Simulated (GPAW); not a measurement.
Computed results, one entry a study.

```
CdSe (F-43m): one start, several treatments of the self-energy
1.0
     0.00000    3.07027    3.07027
     3.07027    0.00000    3.07027
     3.07027    3.07027    0.00000
Cd Se
1 1
Direct
  0.00000 0.00000 0.00000
  0.75000 0.75000 0.75000
# method: DFT, PBE, plane waves, PAW (and 3 further levels or steps)
# program: GPAW 26.7.0
# settings: cutoff 450 eV, GPAW PAW setups 1.2.1 data release, 4×4×4 k-mesh, nbands 692
# cost: 6 runs, 42 min in all on 4 MPI ranks of Intel Xeon 6975P-C (Granite Rapids), shared host
# notes: The cell and positions are those that the Materials Project relaxed with its own functionals (PBE, PBE+U or r2SCAN), kept fixed. Limits: no spin-orbit coupling. The 4×4×4 mesh is coarse for this cell, which bears on the long-range parts of exchange and screening.
# G0W0, Godby-Needs plasmon pole: 1.299 eV
# one-shot HSE06: 1.352 eV
# G0W0, extrapolated in the cutoff: 1.356 eV
# one-shot Hartree-Fock: 6.710 eV
# G0W0, full frequency, Hilbert transform: 1.259 eV
# known limits: short of the basis limit; no spin-orbit coupling; coarse k mesh
```

[Long decimals in the printed logs are rounded to 6 places.]

[Logs are printed without paths, hosts, clocks, repeated set-up lines and the standing remarks that a program may print on its own settings, such as how far it seeks lower states.]

[Paths, hosts, dates, memory and timing lines, banners, echoed tables and standing remarks are left out of the program output; an Ansatz launch command may be rebuilt from the run's recorded settings. Measured values are a selection of at most five: reports struck by readers or far from the other reports are left out. None is set beside runs whose start may be inverted or whose files or cutoffs have a known fault.]

[Runs of the session that timed out or met a known fault of the program may be left out.]

[Hosts, paths, dates, database ids (printed as entryN), source tags and the programs' standing remarks are cut or masked in the printed files.]

[Where the starting crystal was built by hand or by swapping elements, it need not be the compound's stable phase.]
